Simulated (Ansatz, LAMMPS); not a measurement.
**Forces and charges in free surface of ionic liquid triethylsulfonium formate with water at 440 K (81 atoms)**

Aim: energy, forces, charges and density of states of free surface of ionic liquid triethylsulfonium formate with water at 440 K (81 atoms) at a fixed geometry.

Main program and level: Ansatz 0.2.0; Kohn-Sham DFT, PBE+D4, PAW (set soft_2), plane waves.

### Step 1. Starting point

The cell holds 81 atoms: 21 C, 3 S, 50 H and 7 O. Cell: a = 8.824 Å, b = 8.824 Å, c = 21.677 Å, α = 90.0°, β = 90.0°, γ = 90.0°. 3 triethylsulfonium, 3 formate, 1 H2O placed at random, at 0.933 g/cm³, as a film with 10 Å of vacuum; overlaps pushed apart, then 10 ps at 490 K with MMFF94 bonds, angles, torsions, charges and radii (Halgren, J. Comput. Chem. 17, 490 (1996)) in harmonic and 12-6 forms; SPC/E water (Berendsen, Grigera and Straatsma, J. Phys. Chem. 91, 6269 (1987)); charges of ions scaled by 0.8. Snapshot after 30 ps at 440 K and fixed volume. Vacuum lies along c.

Limits known from the start: The network of contacts between molecules at the start is that of the classical potential that made the cell, and needn't be the one that DFT or experiment would give. Sampling is at Γ alone, for a cell whose shortest periodic width is 9 Å.

### Step 2. How the cell was made

A classical potential makes the cell, at a small fraction of what the same run would cost in DFT.

This step: classical MD, MMFF94 bonds, angles, torsions, charges and radii (Halgren, J. Comput. Chem. 17, 490 (1996)) in harmonic and 12-6 forms; SPC/E water (Berendsen, Grigera and Straatsma, J. Phys. Chem. 91, 6269 (1987)); charges of ions scaled by 0.8 (LAMMPS 22 Jul 2025 - Update 4).

Input file in.lmp:

```
# free surface of ionic liquid triethylsulfonium formate with water
units real
atom_style full
boundary p p p
bond_style harmonic
angle_style harmonic
dihedral_style opls
improper_style harmonic
special_bonds lj 0 0 0.5 coul 0 0 0.75
read_data data.lmp
neigh_modify delay 0 every 1 check yes one 4000
comm_modify cutoff 12.0
timestep 0.5
thermo_style custom step time temp pe press density
thermo_modify norm yes
# push overlapping molecules apart
pair_style soft 2.6
pair_coeff * * 0.0
variable a equal ramp(1,60)
fix ad all adapt 1 pair soft a * * v_a
velocity all create 490 229674 mom yes dist gaussian
fix lim all nve/limit 0.03
fix lan all langevin 490 490 50 229675 zero yes
thermo 1000
run 3000 post no
unfix ad
pair_style lj/cut/coul/long 7.9
pair_modify mix arithmetic
pair_coeff 1 1 0.0678 3.3680   # C
pair_coeff 2 2 0.2681 3.6400   # S
pair_coeff 3 3 0.0216 2.5400   # H
pair_coeff 4 4 0.0763 3.0960   # O
pair_coeff 5 5 0.0678 3.4070   # C
pair_coeff 6 6 0.1553 3.1660   # O
# [... 20 lines left out ...]
compute msd all msd com yes
thermo 7500
fix md all nvt temp 440 440 100
run 30000 post no
print "== T440: mean square displacement over the hold $(c_msd[4]:%.2f) A^2"
unfix md
uncompute msd
write_dump all custom T440.dump id type xs ys zs modify sort id
```

Command:

```
$ lmp -in in.lmp -log none -nocite
```

Numbers of over 12 decimals in the logs are rounded to 6 here.

Log:

```text
LAMMPS (22 Jul 2025 - Update 4)
Reading data file ...
  orthogonal box = (0 0 0) to (8.82358 8.82358 21.67701)
  81 atoms
  orthogonal box = (0 0 0) to (8.82358 8.82358 21.67701)
  74 bonds
  127 angles
  135 dihedrals
  3 impropers
WARNING: Bond/angle/dihedral extent > half of periodic box length
   Step          Time           Temp          PotEng         Press         Density
         0   0              490            0.061600792    2674.0479      0.50259055
      1000   500            451.79757      1.2647231      4842.6507      0.50259055
      2000   1000           414.87371      1.4633279     -613.25097      0.50259055
      3000   1500           456.56498      1.4634371     -1361.1785      0.50259055
WARNING: Bond/angle/dihedral extent > half of periodic box length
Loop time of 0.16154 s on 1 MPI rank(s) for 3000 steps with 81 atoms
PPPM initialization ...
WARNING: System is not charge neutral, net charge = 3e-05
  G vector (1/distance) = 0.31014016
  grid = 5 5 10
  estimated relative force accuracy = 5.0826188e-05
WARNING: Bond/angle/dihedral extent > half of periodic box length
   Step          Time           Temp          PotEng         Press         Density
[... 18 lines left out ...]
Loop time of 0.293886 s on 1 MPI rank(s) for 2000 steps with 81 atoms
WARNING: Bond/angle/dihedral extent > half of periodic box length
   Step          Time           Temp          PotEng         Press         Density
      2000   1000           464.39531     -0.3903557      1118.2076      0.50259055
[... 5 lines left out ...]
WARNING: Bond/angle/dihedral extent > half of periodic box length
Loop time of 1.62797 s on 1 MPI rank(s) for 10000 steps with 81 atoms
WARNING: Bond/angle/dihedral extent > half of periodic box length
   Step          Time           Temp          PotEng         Press         Density
[... 4 lines left out ...]
WARNING: Bond/angle/dihedral extent > half of periodic box length
Loop time of 0.806769 s on 1 MPI rank(s) for 5000 steps with 81 atoms
WARNING: Bond/angle/dihedral extent > half of periodic box length
   Step          Time           Temp          PotEng         Press         Density
[... 2 lines left out ...]
     30000   29000          389.30957     -0.61353513    -4890.9326      0.50259055
     37500   36500          487.28172     -0.64310573     362.24362      0.50259055
     45000   44000          482.10737     -0.5797401      10145.914      0.50259055
     47000   46000          411.38395     -0.67471654    -1671.9447      0.50259055
WARNING: Bond/angle/dihedral extent > half of periodic box length
Loop time of 4.63697 s on 1 MPI rank(s) for 30000 steps with 81 atoms
== T440: mean square displacement over the hold 204.93 A^2
```

Run time: 7.7 s. Hardware: 1 thread of Arm Neoverse V2, shared host; peak memory 0.13 GiB.

The input also reads data.lmp (atoms, bonds and types; not printed here).

### Step 3. Plane-wave single point

The electrons are solved once, with the atoms held.

Input file input.yaml:

```yaml
crystal:
  lattice:
    - [8.82358, 0.0, 0.0]
    - [0.0, 8.82358, 0.0]
    - [0.0, 0.0, 21.67701]
  atoms:
    - { symbol: C, position: [0.81628, 0.3204, 0.2767] }
    - { symbol: C, position: [0.87872, 0.15552, 0.27204] }
    - { symbol: S, position: [0.78304, 0.03546, 0.32718] }
    - { symbol: C, position: [0.60864, 0.04319, 0.27979] }
    - { symbol: C, position: [0.48856, 0.95495, 0.32061] }
    - { symbol: C, position: [0.85253, 0.83761, 0.29985] }
    - { symbol: C, position: [0.84163, 0.71838, 0.34979] }
    - { symbol: H, position: [0.9141, 0.4042, 0.26404] }
    - { symbol: H, position: [0.7292, 0.33785, 0.23968] }
    - { symbol: H, position: [0.78176, 0.34873, 0.32369] }
    - { symbol: H, position: [0.87486, 0.10245, 0.22577] }
    - { symbol: H, position: [0.99072, 0.13983, 0.29039] }
    - { symbol: H, position: [0.61871, 0.98504, 0.23391] }
    - { symbol: H, position: [0.58123, 0.16069, 0.26891] }
    - { symbol: H, position: [0.47114, 0.01284, 0.36307] }
    - { symbol: H, position: [0.53089, 0.85062, 0.32805] }
    - { symbol: H, position: [0.385, 0.94183, 0.29518] }
    - { symbol: H, position: [0.82526, 0.82153, 0.25388] }
    - { symbol: H, position: [0.97115, 0.87069, 0.29307] }
    - { symbol: H, position: [0.88812, 0.75775, 0.39188] }
    - { symbol: H, position: [0.8995, 0.61665, 0.33893] }
    - { symbol: H, position: [0.72728, 0.68989, 0.35628] }
    - { symbol: C, position: [0.26055, 0.25435, 0.19292] }
    - { symbol: C, position: [0.15843, 0.23409, 0.14146] }
    - { symbol: S, position: [0.17022, 0.37312, 0.07982] }
    - { symbol: C, position: [0.0107, 0.29325, 0.03249] }
    - { symbol: C, position: [0.87381, 0.36557, 0.06351] }
    - { symbol: C, position: [0.32405, 0.26858, 0.03404] }
    - { symbol: C, position: [0.47635, 0.33809, 0.04426] }
    - { symbol: H, position: [0.24264, 0.36703, 0.21232] }
    - { symbol: H, position: [0.37806, 0.23424, 0.1737] }
    - { symbol: H, position: [0.2397, 0.18264, 0.23207] }
    - { symbol: H, position: [0.05116, 0.25692, 0.16269] }
    - { symbol: H, position: [0.17211, 0.12596, 0.12117] }
    - { symbol: H, position: [0.03057, 0.32842, 0.98297] }
    - { symbol: H, position: [0.00839, 0.17279, 0.03731] }
    - { symbol: H, position: [0.89165, 0.48541, 0.06909] }
    - { symbol: H, position: [0.78132, 0.33749, 0.03088] }
    - { symbol: H, position: [0.86058, 0.29316, 0.10297] }
    - { symbol: H, position: [0.34239, 0.14809, 0.04933] }
    - { symbol: H, position: [0.2977, 0.28956, 0.98393] }
    - { symbol: H, position: [0.47293, 0.45982, 0.04379] }
    - { symbol: H, position: [0.52707, 0.29431, 0.08397] }
    - { symbol: H, position: [0.53865, 0.30058, 0.00263] }
    - { symbol: C, position: [0.74086, 0.69897, 0.91333] }
    - { symbol: C, position: [0.58044, 0.76273, 0.92386] }
    - { symbol: S, position: [0.44074, 0.62002, 0.92037] }
    - { symbol: C, position: [0.30128, 0.75223, 0.95234] }
    - { symbol: C, position: [0.14916, 0.67213, 0.94346] }
    - { symbol: C, position: [0.38594, 0.64074, 0.83988] }
    - { symbol: C, position: [0.49992, 0.55753, 0.80075] }
    - { symbol: H, position: [0.81599, 0.79224, 0.92009] }
    - { symbol: H, position: [0.75727, 0.64536, 0.8673] }
    - { symbol: H, position: [0.75266, 0.62789, 0.95548] }
    - { symbol: H, position: [0.56617, 0.81898, 0.9684] }
    - { symbol: H, position: [0.56927, 0.8476, 0.89016] }
    - { symbol: H, position: [0.30388, 0.76876, 0.00209] }
    - { symbol: H, position: [0.30031, 0.86203, 0.92676] }
    - { symbol: H, position: [0.06318, 0.73692, 0.97102] }
    - { symbol: H, position: [0.10356, 0.69356, 0.8983] }
    - { symbol: H, position: [0.15162, 0.55066, 0.95929] }
    - { symbol: H, position: [0.37828, 0.76156, 0.83212] }
    - { symbol: H, position: [0.27137, 0.58112, 0.83735] }
    - { symbol: H, position: [0.46554, 0.54221, 0.75302] }
    - { symbol: H, position: [0.51871, 0.45062, 0.82347] }
    - { symbol: H, position: [0.60112, 0.63023, 0.79723] }
    - { symbol: O, position: [0.84308, 0.96614, 0.11937] }
    - { symbol: C, position: [0.8474, 0.86406, 0.08195] }
    - { symbol: O, position: [0.75663, 0.75621, 0.07555] }
    - { symbol: H, position: [0.96668, 0.85721, 0.05544] }
    - { symbol: O, position: [0.35748, 0.72814, 0.16706] }
    - { symbol: C, position: [0.23459, 0.75352, 0.19234] }
    - { symbol: O, position: [0.1748, 0.69483, 0.24186] }
    - { symbol: H, position: [0.16156, 0.85461, 0.1737] }
    - { symbol: O, position: [0.89089, 0.16393, 0.88024] }
    - { symbol: C, position: [0.01336, 0.09863, 0.86617] }
    - { symbol: O, position: [0.04997, 0.95563, 0.85207] }
    - { symbol: H, position: [0.10896, 0.18459, 0.86586] }
    - { symbol: O, position: [0.63458, 0.6284, 0.16575] }
    - { symbol: H, position: [0.69648, 0.68059, 0.13347] }
    - { symbol: H, position: [0.52447, 0.64541, 0.1573] }
kpoints:
  mp_grid: { grid: [1, 1, 1] }
hamiltonian:
  xc: pbe
  dispersion: d4
scf:
  occupations: { method: fixed }
output:
  forces: true
  populations: true
  dos:
    method: { smearing: { sigma: 0.1 } }
    de: 0.1
    projected: { site_lists: { C: [C], H: [H], O: [O], S: [S] } }
  eigenvalues: true
  write_density: true
  write_potential: true
  volumetric_format: npy
```

Command:

```
$ ansatz run input.yaml --threads 8 --pin off --max-ram 15872MiB --backend cpu --events-out ev --progress --plain --runs-dir out
```

Log:

```text
Engine: ansatz 0.2.0, aarch64-unknown-linux-gnu
Pseudopotentials: kind: paw
Pseudopotential: C, paw, valence charge 4, recommended cutoff 420 eV (normal), C.paw.azcp
Pseudopotential: S, paw, valence charge 6, recommended cutoff 420 eV (normal), S.paw.azcp
Pseudopotential: H, paw, valence charge 1, recommended cutoff 420 eV (normal), H.paw.azcp
Pseudopotential: O, paw, valence charge 6, recommended cutoff 420 eV (normal), O.paw.azcp
[... 5 lines on functional and potentials left out ...]
Crystal: 81 atoms, lattice volume = 1687.676 Å³
Basis set: ecut = 420 eV, 32905 PW (Γ), exchange–correlation on 120×120×300 points (8 copies of the dense FFT grid, shifted against one another)
Bands: 178, of which v1, the nominal top of the filled ones, is band 97 counted from 1 (96 counted from 0)
Symmetry: 1 space group operations
Space group: P1 (ITA 1), of the structure as read, at distance tolerance 1.2e-4 Å
k-points: 1
[... 9 lines on functional and potentials left out ...]
Initial density: superposition of atomic densities (neutral atoms: chi_scale 0, normalization atom), corrected by the library's trained network
Initial wavefunctions: pseudopotential atomic-orbital guess
Functional: x = pbe(κ = 0.804, μ = 0.219515), c = pbe(β = 0.066725)
SCF iter   1: F=—  HF=-12745.498271 eV  |F-HF|=—  |Δ(HF+E_count)|=         —  Δρ=7.86e-3  dr2=2.62e0  ethr=1.77e-3  ⟨swp⟩=5.0  Hψ=654  notcnv=0  defer=78
preconditioner: auto → Resta (q_TF=auto, 1.902 Å⁻¹)  ε∞=1.8  [insulator: Δε(μ)=3.253 eV  Ē_g=13.341 eV  n_scr=200 (ndim 8)  ℏωp=12.1 eV  f_vac=0.523  ε∞_Penn≈1.8  vacuum switching on, ρ_ref=1.3e-2 e/Å³]
SCF iter   2: F=—  HF=-12744.542290 eV  |F-HF|=—  |Δ(HF+E_count)|=   9.56e-1  Δρ=5.03e-3  dr2=4.39e-1  ethr=1.35e-3  ⟨swp⟩=2.0  Hψ=302  notcnv=0  defer=79
SCF iter   3: F=—  HF=-12744.418537 eV  |F-HF|=—  |Δ(HF+E_count)|=   1.24e-1  Δρ=2.33e-3  dr2=1.35e-1  ethr=2.26e-4  ⟨swp⟩=2.0  Hψ=303  notcnv=0  defer=79
SCF iter   4: F=—  HF=-12744.388304 eV  |F-HF|=—  |Δ(HF+E_count)|=   3.02e-2  Δρ=1.57e-3  dr2=4.11e-2  ethr=6.95e-5  ⟨swp⟩=3.0  Hψ=202  notcnv=0  defer=79
SCF iter   5: F=—  HF=-12744.382153 eV  |F-HF|=—  |Δ(HF+E_count)|=   6.15e-3  Δρ=5.98e-4  dr2=5.20e-3  ethr=2.12e-5  ⟨swp⟩=3.0  Hψ=303  notcnv=0  defer=79
SCF iter   6: F=—  HF=-12744.381685 eV  |F-HF|=—  |Δ(HF+E_count)|=   4.67e-4  Δρ=1.72e-4  dr2=3.06e-4  ethr=2.68e-6  ⟨swp⟩=2.0  Hψ=199  notcnv=0  defer=78
SCF iter   7: F=—  HF=-12744.381863 eV  |F-HF|=—  |Δ(HF+E_count)|=   1.77e-4  Δρ=7.41e-5  dr2=7.61e-5  ethr=1.58e-7  ⟨swp⟩=2.0  Hψ=201  notcnv=0  defer=75
SCF iter   8: F=—  HF=-12744.381963 eV  |F-HF|=—  |Δ(HF+E_count)|=   1.01e-4  Δρ=2.13e-5  dr2=5.49e-6  ethr=3.92e-8  ⟨swp⟩=2.0  Hψ=201  notcnv=0  defer=74
SCF iter   9: F=—  HF=-12744.381965 eV  |F-HF|=—  |Δ(HF+E_count)|=   2.11e-6  Δρ=9.42e-6  dr2=1.06e-6  ethr=2.83e-9  ⟨swp⟩=2.0  Hψ=201  notcnv=0  defer=74
SCF iter  10: F=—  HF=-12744.381966 eV  |F-HF|=—  |Δ(HF+E_count)|=   4.23e-7  Δρ=3.31e-6  dr2=1.30e-7  ethr=5.46e-10  ⟨swp⟩=2.0  Hψ=200  notcnv=0  defer=74
SCF iter  11: F=-12744.381966 eV  HF=-12744.381966 eV  |F-HF|=1.76e-8  |Δ(HF+E_count)|=   5.01e-8  Δρ=1.71e-6  dr2=4.23e-8  ethr=5.15e-11  ⟨swp⟩=25.0  Hψ=1946  notcnv=0
SCF 1 converged in 11 iterations: F = -12744.381966 eV  dr2 = 4.23e-8
  greatest PAW one-centre occupation: 0.874 electrons in one spin orbital (limit 2), on the O atom at site 66 (counted from 0), in its partial waves of l = 0
WARN: The output density's exchange-correlation potential varies sharply where the density is thin. Do not read a vacuum level from v_tot or v_xc, or from such a field of the output density. On a cell that repeats whose density bears no net charge and no dipole along the vacuum's axis use v_es (v_loc + v_h of the components); [...]
SCF converged after 11 iterations
Free energy (F): -12744.381966 eV
Harris-Foulkes:  -12744.381966 eV  (|F-HF|=1.76e-8)
Internal energy: -12744.381966 eV  (E = F + TS)
E sigma→0 (E₀):  -12744.381966 eV
Fermi energy:    -1.480887 eV
--- Per-component energies (eV) ---
  E_band       = -1905.907629
  E_kinetic    = 4146.257594
  E_local      = -43330.842118  (includes V_loc(G=0)·N_el)
  E_nonlocal   = 1078.860905
  E_hartree    = 19693.285828
  E_xc         = -2261.359322
  E_vxc        = -2742.015180  (∫ρ·V_xc dr)
  E_paw        = -5023.313560  (= ΣΔE_a)
  E_vpaw       = -444.687299  (= ΣTr[D̂ρ^β])
  E_aug_tail   = -0.050749  (compensation charges beyond the density's cutoff)
  E_ewald      = 12955.694444
  E_disp       = -2.914987  (pairwise vdW)
  E_smearing   = -0.000000  (= −TS)
  E_closure    = 0.000000  (closes the sum)
  Σ components = -12744.381966   (vs F -12744.381966, Δ=0.00e0)
--- Forces (eV/Å), atoms counted from 1 ---
  atom   1  C      1.85007682     0.36508667    -1.73985360
  atom   2  C      0.39136133     0.50295971     0.35210471
  atom   3  S     -1.25897124    -1.29009400    -2.64302560
  atom   4  C     -1.71505895    -1.58871204     0.91948804
  atom   5  C      0.07900589     3.57450898    -2.20308968
  atom   6  C      2.35019530     1.77372802     2.48114983
  atom   7  C     -0.33867624     1.03496757    -1.05712160
  atom   8  H     -1.29754135    -1.15177853     0.39555037
  atom   9  H      0.26768098     0.16624344     0.94061543
  atom  10  H     -0.36160941     0.08628266    -0.01822421
  atom  11  H     -0.23059784     0.10333033     0.23443405
  atom  12  H      1.18433103     0.55559273    -0.13502891
  atom  13  H      0.64014287     0.06170307     0.75017510
  atom  14  H     -0.06464938     0.22277341     0.50525978
[...]
atom  80  H     -0.81103493    -0.04546285     0.08798714
  atom  81  H      1.02641298     0.25395738     0.34583907
  max |Σ_I F_I| component: 3.98e-5 eV/Å
--- Band table (eV) ---
  k-point 0: bands = ["-22.6806", "-21.9947", "-21.2142", "-20.6159", [... 162 levels ...], "6.0009", "6.0153", "6.0729", "6.1812", "6.2529", "6.3333", "6.3980", "6.4339", "6.4721", "6.4827", "6.5161", "6.5908"]
--- Löwdin populations: 81 sites ---
  site symbol       q [e]
     0      C      4.4467
     1      C      4.3533
     2      S      5.2989
[...]
80      H      0.6224
  spilling = 0.015231 (of n_electrons = 194.000000)
```

It took 5.4 s on 8 threads of Arm Neoverse V2, shared host; peak memory 1.4 GiB.

Reading the cycles: dr2 is the Hartree energy of the density residual (eV), the measure of convergence; HF is the Harris–Foulkes estimate of the energy, which meets the free energy F at convergence.

The program notes that the exchange-correlation potential is rough where the density is thin.

Numbers from this run:

```yaml
free_energy: -12744.3820 eV
free_energy_per_atom: -157.3380 eV/atom
scf_cycles: 11
r_m_s_force_component: 1.034 eV/Å
longest_force: 4.2 eV/Å
fermi_energy: -1.481 eV
spacing_of_highest_filled_and_lowest_empty_level: 1.414 eV
spilling_of_the_projection: 0.01523
```

Neighbours are counted within 1.34 Å (H-C), 1.21 Å (H-O), 1.85 Å (C-C), 1.73 Å (C-O), 2.21 Å (C-S).

Length of the force by element and coordination:

| element | coordination | atoms | mean length of the force (eV/Å) | spread | least | most |
| --- | --- | --- | --- | --- | --- | --- |
| C | all | 21 | 2.27 | 0.878 | 0.701 | 4.20 |
| C | 3 | 3 | 2.62 | 0.495 | 1.94 | 3.09 |
| C | 4 | 18 | 2.21 | 0.913 | 0.701 | 4.20 |
| H | all | 50 | 1.13 | 0.582 | 0.345 | 3.72 |
| O | all | 7 | 1.88 | 1.02 | 0.780 | 3.54 |
| O | 1 | 6 | 2.02 | 1.03 | 0.780 | 3.54 |
| O | 2 | 1 | 1.03 | 0 | 1.03 | 1.03 |
| S | all | 3 | 2.74 | 0.508 | 2.03 | 3.20 |

Löwdin charges by element and coordination (they lack the spilled electrons, 0.036 e an atom on average):

| element | coordination | atoms | mean charge (e) | spread | least | most |
| --- | --- | --- | --- | --- | --- | --- |
| C | all | 21 | -0.278 | 0.298 | -0.494 | 0.464 |
| C | 3 | 3 | 0.435 | 0.0214 | 0.413 | 0.464 |
| C | 4 | 18 | -0.396 | 0.068 | -0.494 | -0.295 |
| H | all | 50 | 0.212 | 0.0598 | 0.0015 | 0.378 |
| O | all | 7 | -0.581 | 0.104 | -0.818 | -0.481 |
| O | 1 | 6 | -0.542 | 0.0435 | -0.602 | -0.481 |
| O | 2 | 1 | -0.818 | 0 | -0.818 | -0.818 |
| S | all | 3 | 0.744 | 0.0463 | 0.701 | 0.808 |

Density of states as counts of states in windows of 1 eV (from the Fermi level), total and the larger projections:

| from (eV) | to (eV) | total | C p | H s | O p | S p | C s |
| --- | --- | --- | --- | --- | --- | --- | --- |
| -18 | -17 | 4.0 | 0.6 | 0.4 | 0.1 | 0.0 | 0.0 |
| -17 | -16 | 5.3 | 0.4 | 1.3 | 0.0 | 0.3 | 3.2 |
| -16 | -15 | 6.7 | 0.5 | 1.7 | 0.0 | 0.4 | 4.1 |
| -15 | -14 | 6.0 | 1.0 | 1.4 | 0.0 | 0.0 | 2.5 |
| -14 | -13 | 0.0 | 0.0 | 0.0 | 0.0 | 0.0 | 0.0 |
| -13 | -12 | 6.9 | 1.3 | 2.2 | 0.0 | 0.4 | 2.8 |
| -12 | -11 | 11.0 | 2.4 | 3.4 | 0.0 | 0.6 | 3.6 |
| -11 | -10 | 0.0 | 0.0 | 0.0 | 0.0 | 0.0 | 0.0 |
| -10 | -9 | 2.5 | 1.6 | 0.6 | 0.0 | 0.2 | 0.0 |
| -9 | -8 | 21.0 | 11.1 | 4.5 | 1.2 | 2.1 | 0.9 |
| -8 | -7 | 14.1 | 8.6 | 3.2 | 0.4 | 0.7 | 0.5 |
| -7 | -6 | 20.6 | 12.1 | 5.1 | 1.3 | 1.2 | 0.1 |
| -6 | -5 | 27.4 | 13.0 | 7.1 | 3.9 | 1.9 | 0.1 |
| -5 | -4 | 27.7 | 11.9 | 5.9 | 5.8 | 2.7 | 0.1 |
| -4 | -3 | 2.7 | 1.3 | 0.2 | 1.1 | 0.1 | 0.0 |
| -3 | -2 | 2.0 | 0.0 | 0.1 | 1.7 | 0.0 | 0.0 |
| -2 | -1 | 3.8 | 0.0 | 0.0 | 3.7 | 0.0 | 0.0 |
| -1 | 0 | 14.7 | 0.1 | 1.0 | 13.3 | 0.0 | 0.1 |
| 0 | 1 | 1.5 | 0.0 | 0.3 | 1.2 | 0.0 | 0.0 |
| 1 | 2 | 8.2 | 2.5 | 0.5 | 0.0 | 3.0 | 1.0 |
| 2 | 3 | 6.1 | 1.3 | 0.9 | 0.0 | 1.4 | 0.7 |
| 3 | 4 | 12.7 | 2.1 | 3.4 | 0.1 | 0.5 | 1.1 |
| 4 | 5 | 25.5 | 4.5 | 5.6 | 1.2 | 0.5 | 1.7 |

With fixed occupations the program's Fermi level is the highest filled level; weight inside the gap is the broadening of levels at its edges.

Between -22 and -18 eV lie 16 more states.

The levels nearest the highest filled one (over half full), pooled over k-points and spins:

| level less the highest filled one (eV) | occupation |
| --- | --- |
| -0.654 | 2 |
| -0.567 | 2 |
| -0.421 | 2 |
| -0.296 | 2 |
| -0.237 | 2 |
| 0 | 2 |
| 1.41 | 0 |
| 1.55 | 0 |
| 1.63 | 0 |
| 1.76 | 0 |
| 2.04 | 0 |
| 2.17 | 0 |

[end of part 1 of 2]

[Logs are printed without paths, hosts, clocks, repeated set-up lines and the standing remarks that a program may print on its own settings, such as how far it seeks lower states.]

[Hosts, paths, dates, database ids (printed as entryN), source tags and the programs' standing remarks are cut or masked in the printed files.]

[The MMFF94 radii named for the starting cell were scaled by 0.96; in molecules described by MMFF94, hydrogen bound to N, O or S took a small fixed 12-6 site in their place.]
